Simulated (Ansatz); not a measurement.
Rows from a G0W0 calculation on LaBiS2O (P4/nmm) (Ansatz 0.2.0; G0W0 on LDA, plane waves, PAW; 4×4×2 mesh, 497 empty bands, screening to 96 eV), in eV. Spin-orbit coupling is left out.

| row | k | band | start | Σx | Σc at the solution | Vxc |
| --- | --- | --- | --- | --- | --- | --- |
| A | (0.000, -0.500, 0.000) | c1 | 8.239 | -10.388 | -3.100 | -13.840 |
| B | (0.000, -0.500, 0.000) | v1 | 7.417 | -17.087 | 1.083 | -16.044 |
| C | (0.000, -0.500, 0.000) | c3 | 8.855 | -10.451 | -3.289 | -14.169 |
| D | (0.000, -0.500, 0.000) | v3 | 6.751 | -19.039 | 2.877 | -16.009 |

Q: Give the quasiparticle energies and the shift of each level.

The quasiparticle equation reads E = start + Σx + Σc(E) − Vxc.

| row | E (eV) | shift (eV) |
| --- | --- | --- |
| A | 8.590 | +0.352 |
| B | 7.457 | +0.040 |
| C | 9.284 | +0.429 |
| D | 6.599 | −0.152 |

Limits: not at the basis limit; f levels unsure; no spin-orbit coupling; coarse k mesh.

[Runs of the session that timed out or met a known fault of the program may be left out.]

[Cells called generated may have been cut or substituted from an entry of the Crystallography Open Database or the Materials Project.]

[Hosts, paths, dates, database ids (printed as entryN), source tags and the programs' standing remarks are cut or masked in the printed files.]
